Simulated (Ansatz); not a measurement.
**SnH5CN2Cl3 (CH(NH2)2SnCl3): the dielectric response by several routes**

Aim: the electronic dielectric constant of SnH5CN2Cl3 (CH(NH2)2SnCl3) by perturbation theory and the RPA step of G0W0.

Method: linear response on PBE, plane waves, PAW, in Ansatz 0.2.0.

The structure was built from a prototype and need not be the compound's stable phase.

### 1. The structure

The cell holds 12 atoms: 1 C, 5 H, 2 N, 1 Sn and 3 Cl. Cell: a = 5.776 Å, b = 5.910 Å, c = 5.774 Å, α = 91.2°, β = 79.2°, γ = 88.9°. It derives from C1Cl3H5N2Sn1.

As a file:

```cif
data_structure
_symmetry_space_group_name_H-M 'P1'
_symmetry_Int_Tables_number 1
_cell_length_a 5.7743
_cell_length_b 5.7756
_cell_length_c 5.9095
_cell_angle_alpha 91.142
_cell_angle_beta 91.248
_cell_angle_gamma 100.817
_cell_volume 193.48
loop_
_atom_site_label
_atom_site_type_symbol
_atom_site_symmetry_multiplicity
_atom_site_Wyckoff_symbol
_atom_site_fract_x
_atom_site_fract_y
_atom_site_fract_z
_atom_site_occupancy
C1 C 1 a 0.98211 0.98109 0.05632 1
H1 H 1 a 0.92877 0.92622 0.22575 1
N1 N 1 a 0.14256 0.88146 0.96034 1
N2 N 1 a 0.88105 0.14182 0.96215 1
H2 H 1 a 0.21854 0.76156 0.04534 1
H3 H 1 a 0.76148 0.21648 0.04854 1
H4 H 1 a 0.20956 0.92966 0.80487 1
H5 H 1 a 0.92816 0.21010 0.80687 1
Sn1 Sn 1 a 0.48573 0.48568 0.50859 1
Cl1 Cl 1 a 0.02934 0.43866 0.49819 1
Cl2 Cl 1 a 0.49613 0.49677 0.07042 1
Cl3 Cl 1 a 0.43956 0.02933 0.49710 1
```

The structure was relaxed with PBE-D3(BJ). The runs that relaxed it are not among those shown.

### 2. Response to a homogeneous field

The response to a uniform field gives ε∞, a yardstick for the screening that GW builds on its mesh.

This step: dielectric response by perturbation theory, PBE, plane waves, PAW; PAW set soft_1.

input.yaml reads:

```yaml
crystal:
  lattice:
    - [5.7495448321, 0.0614553157, 0.5447128158]
    - [0.0614553157, 5.9088202652, -0.0666377089]
    - [0.5447128158, -0.0666377089, 5.7481586069]
  atoms:
    - { symbol: C, position: [-0.0189059328, 0.9436820466, 0.0178882993] }
    - { symbol: H, position: [-0.0737775816, 0.7742508549, 0.0712310994] }
    - { symbol: "N", position: [0.8814618376, 0.0396557453, 0.8574399153] }
    - { symbol: "N", position: [0.1418197887, 0.0378510038, 0.1189453882] }
    - { symbol: H, position: [0.7615626863, 0.9546566502, -0.2185394962] }
    - { symbol: H, position: [0.2164826987, 0.9514571223, 0.2385203937] }
    - { symbol: H, position: [0.9296576348, 0.1951346974, 0.7904406074] }
    - { symbol: H, position: [0.2101028628, 0.1931330491, 1.0718434576] }
    - { symbol: Sn, position: [0.4856819093, 0.4914066488, 0.5142706067] }
    - { symbol: Cl, position: [0.4386582902, 0.5018149019, -0.0293362885] }
    - { symbol: Cl, position: [0.496771532, -0.070419092, 0.5038700487] }
    - { symbol: Cl, position: [0.0293323699, 0.5028959437, 0.5604372443] }
kpoints:
  mp_grid: { grid: [4, 4, 4] }
hamiltonian:
  xc: pbe
  pseudopotentials: { kind: paw, azcp: { folder: soft_1 } }
scf:
  occupations: { method: fixed }
dielectric: {}
```

The run is started by

```sh
$ ansatz run input.yaml --threads 2 --pin off --max-ram 92160MiB --backend cuda --events-out ev --progress --plain --runs-dir out --devices 1 --max-vram 13GiB
```

Numbers of over 12 decimals in the logs are rounded to 6 here.

The program printed:

```text
GPUs: using 1 of 1 available (devices: 1).
Engine: ansatz 0.2.0, x86_64-unknown-linux-gnu
Pseudopotentials: kind: paw
Pseudopotential: C, paw, valence charge 4, recommended cutoff 420 eV (normal), soft_1/C.paw.azcp
Pseudopotential: H, paw, valence charge 1, recommended cutoff 420 eV (normal), soft_1/H.paw.azcp
Pseudopotential: N, paw, valence charge 5, recommended cutoff 420 eV (normal), soft_1/N.paw.azcp
Pseudopotential: Sn, paw, valence charge 14, recommended cutoff 420 eV (normal), soft_1/Sn.paw.azcp
Pseudopotential: Cl, paw, valence charge 7, recommended cutoff 420 eV (normal), soft_1/Cl.paw.azcp
Functional definition: PBE
  parameter kappa = 0.804
  parameter beta = 0.066725
  exchange = pbe_x(kappa = kappa, mu = beta*pi^2/3)
  correlation = pbe_c(beta = beta)
device memory: the entry about to start is reckoned to put 1.9 GiB on a device that reports 45.6 GiB free (of which the cap on the GPU budget leaves the run 13.0 GiB)
GPU FFT provider: cuFFT
GPU libraries: cuBLAS 13.8.2, cuFFT 12.4.0, cuSOLVER 12.3.4
Crystal: 12 atoms, lattice volume = 193.477 Å³
Basis set: ecut = 420 eV, 3783 PW (Γ), exchange–correlation on 80×80×80 points (8 copies of the dense FFT grid, shifted against one another)
Bands: 39, of which v1, the nominal top of the filled ones, is band 27 counted from 1 (26 counted from 0)
Symmetry: 1 space group operations
k-points: 36 of 64 (time reversal used)
Non-local potential: C, projectors of the file, l = 0: 2, l = 1: 2, l = 2: 1
Non-local potential: H, projectors of the file, l = 0: 2, l = 1: 1
Non-local potential: N, projectors of the file, l = 0: 2, l = 1: 2, l = 2: 1
Non-local potential: Sn, projectors of the file, l = 0: 2, l = 1: 2, l = 2: 2, l = 3: 1
Non-local potential: Cl, projectors of the file, l = 0: 2, l = 1: 2, l = 2: 1
PAW form: soft (Blöchl's): semilocal exchange-correlation on the pseudo side does not see the compensation charge
PAW one-centre angular grid: C, 110 points (default); XC on 64 Gauss nodes
PAW one-centre angular grid: H, 110 points (default); XC on 64 Gauss nodes
PAW one-centre angular grid: N, 110 points (default); XC on 64 Gauss nodes
PAW one-centre angular grid: Sn, 590 points (default); XC on 64 Gauss nodes
PAW one-centre angular grid: Cl, 110 points (default); XC on 64 Gauss nodes
Initial density: superposition of atomic densities (chi_scale 0.1, normalization cell), built separately for each of the 2 bonded fragments (scf.initial_density.interfragment_charge_transfer: auto; true builds it for the cell as a whole; a typed value also counts as a typed key of the start: scf.initial_density.chi_scale says what that changes, if anything)
Initial wavefunctions: pseudopotential atomic-orbital guess
GPU buffer pool allocated for 64000 grid points (all kernels)
GPU transforms: local potential and band sums: pruned to the plane-wave sphere, on 40×40×40
Functional: x = pbe(κ = 0.804, μ = 0.219515), c = pbe(β = 0.066725)
SCF iter   1: F=—  HF=-10370.795924 eV  |F-HF|=—  |Δ(HF+E_count)|=         —  Δρ=7.29e-2  dr2=9.20e0  ethr=3.10e-3  ⟨swp⟩=5.0  Hψ=5264  notcnv=0  defer=343
preconditioner: auto → Resta (q_TF=auto, 2.206 Å⁻¹)  ε∞=2.8  [insulator: Δε(μ)=2.390 eV  Ē_g=12.585 eV  n_scr=28 (ndim 8)  ℏωp=16.9 eV  f_vac=0.032  ε∞_Penn≈2.8]
SCF iter   2: F=—  HF=-10368.196062 eV  |F-HF|=—  |Δ(HF+E_count)|=    2.60e0  Δρ=3.22e-2  dr2=1.41e0  ethr=3.10e-3  ⟨swp⟩=3.0  Hψ=2923  notcnv=0  defer=338
SCF iter   3: F=—  HF=-10367.872054 eV  |F-HF|=—  |Δ(HF+E_count)|=   3.24e-1  Δρ=1.17e-2  dr2=2.30e-1  ethr=2.61e-3  ⟨swp⟩=2.5  Hψ=2334  notcnv=0  defer=349
SCF iter   4: F=—  HF=-10367.842075 eV  |F-HF|=—  |Δ(HF+E_count)|=   3.00e-2  Δρ=2.78e-3  dr2=1.62e-2  ethr=4.25e-4  ⟨swp⟩=2.0  Hψ=2008  notcnv=0  defer=360
SCF iter   5: F=—  HF=-10367.847733 eV  |F-HF|=—  |Δ(HF+E_count)|=   5.66e-3  Δρ=8.72e-4  dr2=1.82e-3  ethr=2.99e-5  ⟨swp⟩=2.0  Hψ=1984  notcnv=0  defer=360
SCF iter   6: F=—  HF=-10367.849784 eV  |F-HF|=—  |Δ(HF+E_count)|=   2.05e-3  Δρ=2.17e-4  dr2=1.24e-4  ethr=3.37e-6  ⟨swp⟩=2.0  Hψ=2143  notcnv=0  defer=360
SCF iter   7: F=—  HF=-10367.849854 eV  |F-HF|=—  |Δ(HF+E_count)|=   7.05e-5  Δρ=5.81e-5  dr2=6.47e-6  ethr=2.29e-7  ⟨swp⟩=2.6  Hψ=2181  notcnv=0  defer=358
SCF iter   8: F=—  HF=-10367.849829 eV  |F-HF|=—  |Δ(HF+E_count)|=   2.56e-5  Δρ=1.17e-5  dr2=3.59e-7  ethr=1.20e-8  ⟨swp⟩=2.0  Hψ=1828  notcnv=0  defer=352
SCF iter   9: F=—  HF=-10367.849829 eV  |F-HF|=—  |Δ(HF+E_count)|=   6.62e-7  Δρ=7.64e-6  dr2=1.12e-7  ethr=6.64e-10  ⟨swp⟩=2.0  Hψ=2052  notcnv=0  defer=352
SCF iter  10: F=—  HF=-10367.849829 eV  |F-HF|=—  |Δ(HF+E_count)|=   1.11e-8  Δρ=4.17e-6  dr2=3.31e-8  ethr=2.08e-10  ⟨swp⟩=2.0  Hψ=1898  notcnv=0  defer=352
SCF iter  11: F=—  HF=-10367.849829 eV  |F-HF|=—  |Δ(HF+E_count)|=  6.46e-10  Δρ=8.38e-7  dr2=1.63e-9  ethr=6.13e-11  ⟨swp⟩=2.0  Hψ=1882  notcnv=0  defer=352
SCF iter  12: F=—  HF=-10367.849829 eV  |F-HF|=—  |Δ(HF+E_count)|=   2.15e-9  Δρ=2.57e-7  dr2=1.21e-10  ethr=3.01e-12  ⟨swp⟩=2.0  Hψ=1848  notcnv=0  defer=352
SCF iter  13: F=-10367.849829 eV  HF=-10367.849829 eV  |F-HF|=3.64e-12  |Δ(HF+E_count)|=  1.49e-10  Δρ=1.00e-7  dr2=1.88e-11  ethr=1.00e-12  ⟨swp⟩=15.2  Hψ=8826  notcnv=0
SCF 1 converged in 13 iterations: F = -10367.849829 eV  dr2 = 1.88e-11
  greatest PAW one-centre occupation: 0.993 electrons in one spin orbital (limit 2), on the Sn atom at site 8 (counted from 0), in its partial waves of l = 2
the response reads at least the filled bands of the reference SCF and the lowest empty band at each k-point, and that SCF's band table does not vouch for those bands. The notice of the band table in this run's record says why
device memory: the entry about to start is reckoned to put 0.1 GiB (of the 0.2 GiB reckoned in all, the device holds 0.1 GiB already) on a device that reports 45.4 GiB free (of which the cap on the GPU budget leaves the run 12.9 GiB)
device memory: the entry about to start is reckoned to put 1.6 GiB (of the 1.7 GiB reckoned in all, the device holds 0.1 GiB already) on a device that reports 45.4 GiB free (of which the cap on the GPU budget leaves the run 12.9 GiB)
DFPT response loops at Γ: preconditioner auto → Resta (q_TF=auto, 2.206 Å⁻¹)  ε∞=5.0 (no band partly filled); β = 1.00, the filter's whole step (`scf.mixing.beta` (0.50) is not read by the response loops at its default; to damp them type it under 1.00, their step now; it binds the ground state too); Broyden in place of MSR1
── the response to a field inside a basis, on 8×8×8 k-points: an SCF that follows is theirs, and a resumed run solves both again ──
device memory: the entry about to start is reckoned to put 1.3 GiB on a device that reports 47.5 GiB free (of which the cap on the GPU budget leaves the run 12.9 GiB)
GPU FFT provider: cuFFT
GPU libraries: cuBLAS 13.8.2, cuFFT 12.4.0, cuSOLVER 12.3.4
Bands: 28, of which v1, the nominal top of the filled ones, is band 27 counted from 1 (26 counted from 0)
k-points: 256 of 512 (time reversal used)
Initial density: handed on by an earlier stage of this run
Initial wavefunctions: pseudopotential atomic-orbital guess (no wavefunctions were taken with the density)
GPU buffer pool allocated for 64000 grid points (all kernels)
GPU transforms: band sums: pruned to the plane-wave sphere, on 40×40×40
Eigensolver: Dense (256 Hₖ)
SCF iter   1: F=—  HF=-10367.802992 eV  |F-HF|=—  |Δ(HF+E_count)|=         —  Δρ=2.97e-4  dr2=4.64e-5  ethr=1.00e-1
preconditioner: auto → Resta (q_TF=auto, 2.206 Å⁻¹)  ε∞=4.1  [insulator: Δε(μ)=2.552 eV  Ē_g=9.792 eV  n_scr=28 (ndim 8)  ℏωp=17.3 eV  f_vac=0.095  ε∞_Penn≈4.1]
SCF iter   2: F=—  HF=-10367.803038 eV  |F-HF|=—  |Δ(HF+E_count)|=   4.59e-5  Δρ=1.59e-4  dr2=1.34e-5  ethr=8.60e-8
SCF iter   3: F=—  HF=-10367.803058 eV  |F-HF|=—  |Δ(HF+E_count)|=   2.00e-5  Δρ=1.01e-5  dr2=1.99e-7  ethr=2.48e-8
SCF iter   4: F=-10367.803058 eV  HF=-10367.803058 eV  |F-HF|=1.94e-8  |Δ(HF+E_count)|=   1.18e-7  Δρ=3.37e-6  dr2=2.32e-8  ethr=3.68e-10
SCF 1 converged in 4 iterations: F = -10367.803058 eV  dr2 = 2.32e-8
device memory: the entry about to start is reckoned to put 0.1 GiB (of the 1.1 GiB reckoned in all, the device holds 1.0 GiB already) on a device that reports 45.1 GiB free (of which the cap on the GPU budget leaves the run 12.3 GiB)
device memory: the entry about to start is reckoned to put 6.5 GiB on a device that reports 46.3 GiB free (of which the cap on the GPU budget leaves the run 12.7 GiB)
DFPT response loops at Γ: preconditioner auto → Resta (q_TF=auto, 2.206 Å⁻¹)  ε∞=4.8 (no band partly filled); β = 1.00, the filter's whole step (`scf.mixing.beta` (0.50) is not read by the response loops at its default; to damp them type it under 1.00, their step now; it binds the ground state too); Broyden in place of MSR1
SCF converged after 13 iterations
Free energy (F): -10367.849829 eV
Harris-Foulkes:  -10367.849829 eV  (|F-HF|=3.64e-12)
Internal energy: -10367.849829 eV  (E = F + TS)
E sigma→0 (E₀):  -10367.849829 eV
Fermi energy:    2.238061 eV
--- Per-component energies (eV) ---
  E_band       = -409.743873
  E_kinetic    = 1038.449140
  E_local      = -3380.330508  (includes V_loc(G=0)·N_el)
  E_nonlocal   = 335.937052
  E_hartree    = 1335.048253
  E_xc         = -655.060308
  E_vxc        = -690.220962  (∫ρ·V_xc dr)
  E_paw        = -6706.121615  (= ΣΔE_a)
  E_vpaw       = -383.672389  (= ΣTr[D̂ρ^β])
  E_aug_tail   = -0.002633  (compensation charges beyond the density's cutoff)
  E_ewald      = -2335.769210
  E_smearing   = -0.000000  (= −TS)
  E_closure    = -0.000000  (closes the sum)
  Σ components = -10367.849829   (vs F -10367.849829, Δ=0.00e0)
--- Band table (eV; the first three rows and the last of 36) ---
  k-point 0: bands = [... 23 lower, 0.0997, 0.1720, 0.2095, 0.6221, 5.6210, 6.7098, 7.4040, 7.7683, ... 8 higher]
  k-point 1: bands = [... 23 lower, 0.0698, 0.1876, 0.2942, 0.7522, 5.6132, 6.3285, 7.1634, 7.4681, ... 8 higher]
  k-point 2: bands = [... 23 lower, 0.0936, 0.2116, 0.3781, 1.0846, 5.3501, 5.6007, 7.1382, 7.5067, ... 8 higher]
  k-point 35: bands = [... 23 lower, 0.3018, 0.4067, 0.4948, 2.2381, 4.6061, 4.8349, 5.1764, 5.5979, ... 8 higher]
--- Dielectric response (ions clamped): 3 representative field directions + reference, inside a basis on a mesh of 512 k-points (Σ response iterations 18) ---
  ε∞ (high-frequency dielectric tensor):
        3.592603     0.120509     0.346531
        0.120509     3.504403    -0.123218
        0.346531    -0.123218     3.591605
  Born effective charges Z* (e; rows j = field, columns β = displacement):
    site 0:
         1.40091    0.00824    1.03135
         0.01443    0.35542   -0.02974
         1.03025   -0.02424    1.40806
    site 1:
         0.19647   -0.03708   -0.04269
        -0.02112    0.08686    0.02095
        -0.04181    0.03823    0.19608
    site 2:
        -1.01506    0.35750   -0.61059
        -0.00892   -0.63963    0.08304
        -0.48430    0.50007   -1.21417
    site 3:
        -1.21041   -0.49260   -0.48544
        -0.07823   -0.63430    0.01180
        -0.60887   -0.35300   -1.01846
    site 4:
         0.71786    0.07454    0.26522
         0.08780    0.29964    0.17250
         0.30801    0.18846    0.50078
    site 5:
         0.49456   -0.18701    0.29834
        -0.16983    0.30175   -0.08717
         0.25399   -0.07363    0.70999
    site 6:
         0.30316    0.04696   -0.17954
         0.04221    0.78758   -0.29945
        -0.16775   -0.39687    0.41810
    site 7:
         0.41777    0.39569   -0.16669
         0.29868    0.78761   -0.04236
        -0.17976   -0.04793    0.30428
    site 8:
         3.29704    0.09482    0.33336
         0.10809    2.97845   -0.11335
         0.33405   -0.10149    3.29459
    site 9:
        -0.72214   -0.13030   -0.18575
        -0.13491   -0.70274    0.15027
        -0.03995   -0.00652   -3.12291
    site 10:
        -0.75469   -0.14690   -0.21512
         0.00406   -2.91761   -0.00379
        -0.21494    0.14357   -0.75114
    site 11:
        -3.12548    0.01614   -0.04244
        -0.14225   -0.70302    0.13731
        -0.18893    0.13335   -0.72520
  Z* charge neutrality: 1.021e-2 e pre-enforcement
  solved inside a basis spanned on kpoints, on 8×8×8 k-points, its susceptibility summed on 10×8×10: ε∞ is read to err by 1.0e-2, Z* by 2.2e-2 e (field_mesh: kpoints solves on kpoints); Z* is corrected for what the basis lacks
```

Run time: 1.8 min. Hardware: 1 × NVIDIA H100 80GB HBM3 (shared by 6 runs) with 2 threads of AMD EPYC 7R13 (Zen 3), shared host; peak memory 6.8 GiB.

This step gave:

```
stated error of ε∞ : 0.01
```

One over ε∞ averages 0.28, near the quarter of exact exchange in PBE0.

High-frequency dielectric tensor:

```
 3.59  0.12  0.35
 0.12  3.50 -0.12
 0.35 -0.12  3.59
```

Born effective charge (e), principal values of the symmetric part by kind of site:

```csv
atom,atoms with these values,low,middle,high,mean
C1,1,0.34,0.39,2.44,1.05
H2,1,0.08,0.15,0.25,0.16
N3,2,-1.77,-0.60,-0.50,-0.96
H5,1,0.18,0.38,0.96,0.51
H6,1,0.18,0.38,0.94,0.50
H7,2,0.12,0.37,1.02,0.50
Sn9,1,2.82,3.12,3.63,3.19
Cl10,2,-3.13,-0.84,-0.57,-1.52
Cl11,1,-2.92,-0.97,-0.53,-1.47
```

In full for H2:

```
 0.20 -0.04 -0.04
-0.02  0.09  0.02
-0.04  0.04  0.20
```

### 3. RPA screening from the G0W0 run

G0W0 replaces the xc potential by the self-energy, built once from these orbitals. Only a window of levels is corrected, while the sums run over the empty bands that the input names. This step takes PAW set soft_1 files.

This step: G0W0 on PBE, plane waves, PAW; PAW set soft_1.

Edit input.yaml of step 2 so:

```diff
@@ -25,2 +25,7 @@
   occupations: { method: fixed }
-dielectric: {}
+gw:
+  n_empty_bands: 651
+  ecut_chi: 130.0
+  qp_bands: [v4, c4]
+  qp_kpoints: band_edges
+  screening: { model: contour_deformation }
```

The program printed:

```text
GPUs: using 1 of 1 available (devices: 1).
[...]
GPU FFT provider: cuFFT
GPU libraries: cuBLAS 13.8.2, cuFFT 12.4.0, cuSOLVER 12.3.4
Crystal: 12 atoms, lattice volume = 193.477 Å³
Basis set: ecut = 420 eV, 3783 PW (Γ)
Bands: 39, of which v1, the nominal top of the filled ones, is band 27 counted from 1 (26 counted from 0)
[... 1 set-up line as in the run before ...]
[...]
k-points: 36 of 64 (time reversal used)
[...]
0    31      7.7683    -9.1116    -4.3610   -14.1909  0.7453     8.5075     8.4865  root
[...]
35    28      4.6061    -7.3295    -3.3665   -11.2116  0.8013     5.1257     5.1218  root
    35    29      4.8349    -7.9998    -3.4095   -11.9275  0.7981     5.3570     5.3530  root
    35    30      5.1764    -8.6394    -3.5322   -12.8104  0.7985     5.8216     5.8152  root
    35    31      5.5979    -8.9208    -4.0284   -14.4850  0.7869     7.1792     7.1337  root
[key lines of the parts left out:]
SCF converged after 10 iterations
Free energy (F): -10367.849918 eV
Fermi energy:    2.238069 eV
```

The job ended after 4.8 min (1 × NVIDIA H100 80GB HBM3 (shared by 6 runs) with 2 threads; peak memory 5.1 GiB; 8.7 min of CPU time).

This step gave:

| Property | Result |
| --- | --- |
| bands summed | 678 |
| RPA ε∞ on this mesh (eigenvalues) | 3.056, 3.542, 3.822 |
| plane waves in the screening matrix | 653 |
| G0W0 gap on the mesh | 3.845 eV |
| k of the valence top | -0.5, -0.5, -0.5 |
| k of the conduction bottom | -0.5, -0.5, -0.5 |
| starting gap on the mesh | 2.368 eV |
| least direct G0W0 gap on the computed points | 3.845 eV |

The gap on the mesh goes from 2.37 eV to 3.85 eV, a correction of +1.48 eV. Between the two edge states, bare exchange in place of the xc potential would open the gap by 5.63 eV, and correlation takes back 4.15 eV.

Mean over the mesh in bins of 0.25 1/Å. Table of static inverse dielectric function, diagonal by length of q+G:

```csv
length of q+G (Å⁻¹),"static inverse dielectric function, diagonal"
0.29,0.340
0.52,0.390
0.78,0.446
1.01,0.504
1.26,0.560
1.50,0.619
1.75,0.674
2.00,0.724
2.25,0.768
2.50,0.805
2.76,0.835
3.01,0.860
3.26,0.880
3.50,0.897
3.75,0.912
4.00,0.926
4.25,0.937
4.50,0.947
4.75,0.956
5.00,0.963
5.25,0.970
5.50,0.976
5.73,0.980
```

### 4. The values together

Times are wall times on 1 × NVIDIA H100 80GB HBM3 (shared by 6 runs) with 2 threads of AMD EPYC 7R13 (Zen 3), shared host, good to a factor of about two.

```
                                          method                            mesh  ε∞, low  middle  high  mean     time
perturbation theory (local fields and xc kernel)  4×4×4 (response on 512 points)     3.16    3.59  3.94  3.56  1.8 min
           RPA with local fields, on the GW mesh                           4×4×4     3.06    3.54  3.82  3.47  4.8 min
```

### 5. Outcome

| Item | Value |
| --- | --- |
| perturbation theory (local fields and xc kernel) | 3.16, 3.59, 3.94 |
| RPA with local fields, on the GW mesh | 3.06, 3.54, 3.82 |

In words: Mean Born effective charge: C1 1.05, H2 0.16, N3 -0.96, H5 0.51, H6 0.50, H7 0.50 e. The RPA values on the 4×4×4 mesh average 0.97 times those of perturbation theory (means 3.47 and 3.56, which can hide unlike anisotropies). Without the xc kernel RPA should lie a little lower, and the mean does, by little. PBE usually puts the gap too low, which tends to raise ε∞. Ions are clamped, so the lattice part of the static constant is not in these numbers.

[Paths, hosts, dates, memory and timing lines, banners, echoed tables and standing remarks are left out of the program output.]

[Logs are printed without paths, hosts, clocks, repeated set-up lines and the standing remarks that a program may print on its own settings, such as how far it seeks lower states.]

[Runs of the session that timed out or met a known fault of the program may be left out.]

[Cells called generated may have been cut or substituted from an entry of the Crystallography Open Database or the Materials Project.]

[Hosts, paths, dates, database ids (printed as entryN), source tags and the programs' standing remarks are cut or masked in the printed files.]
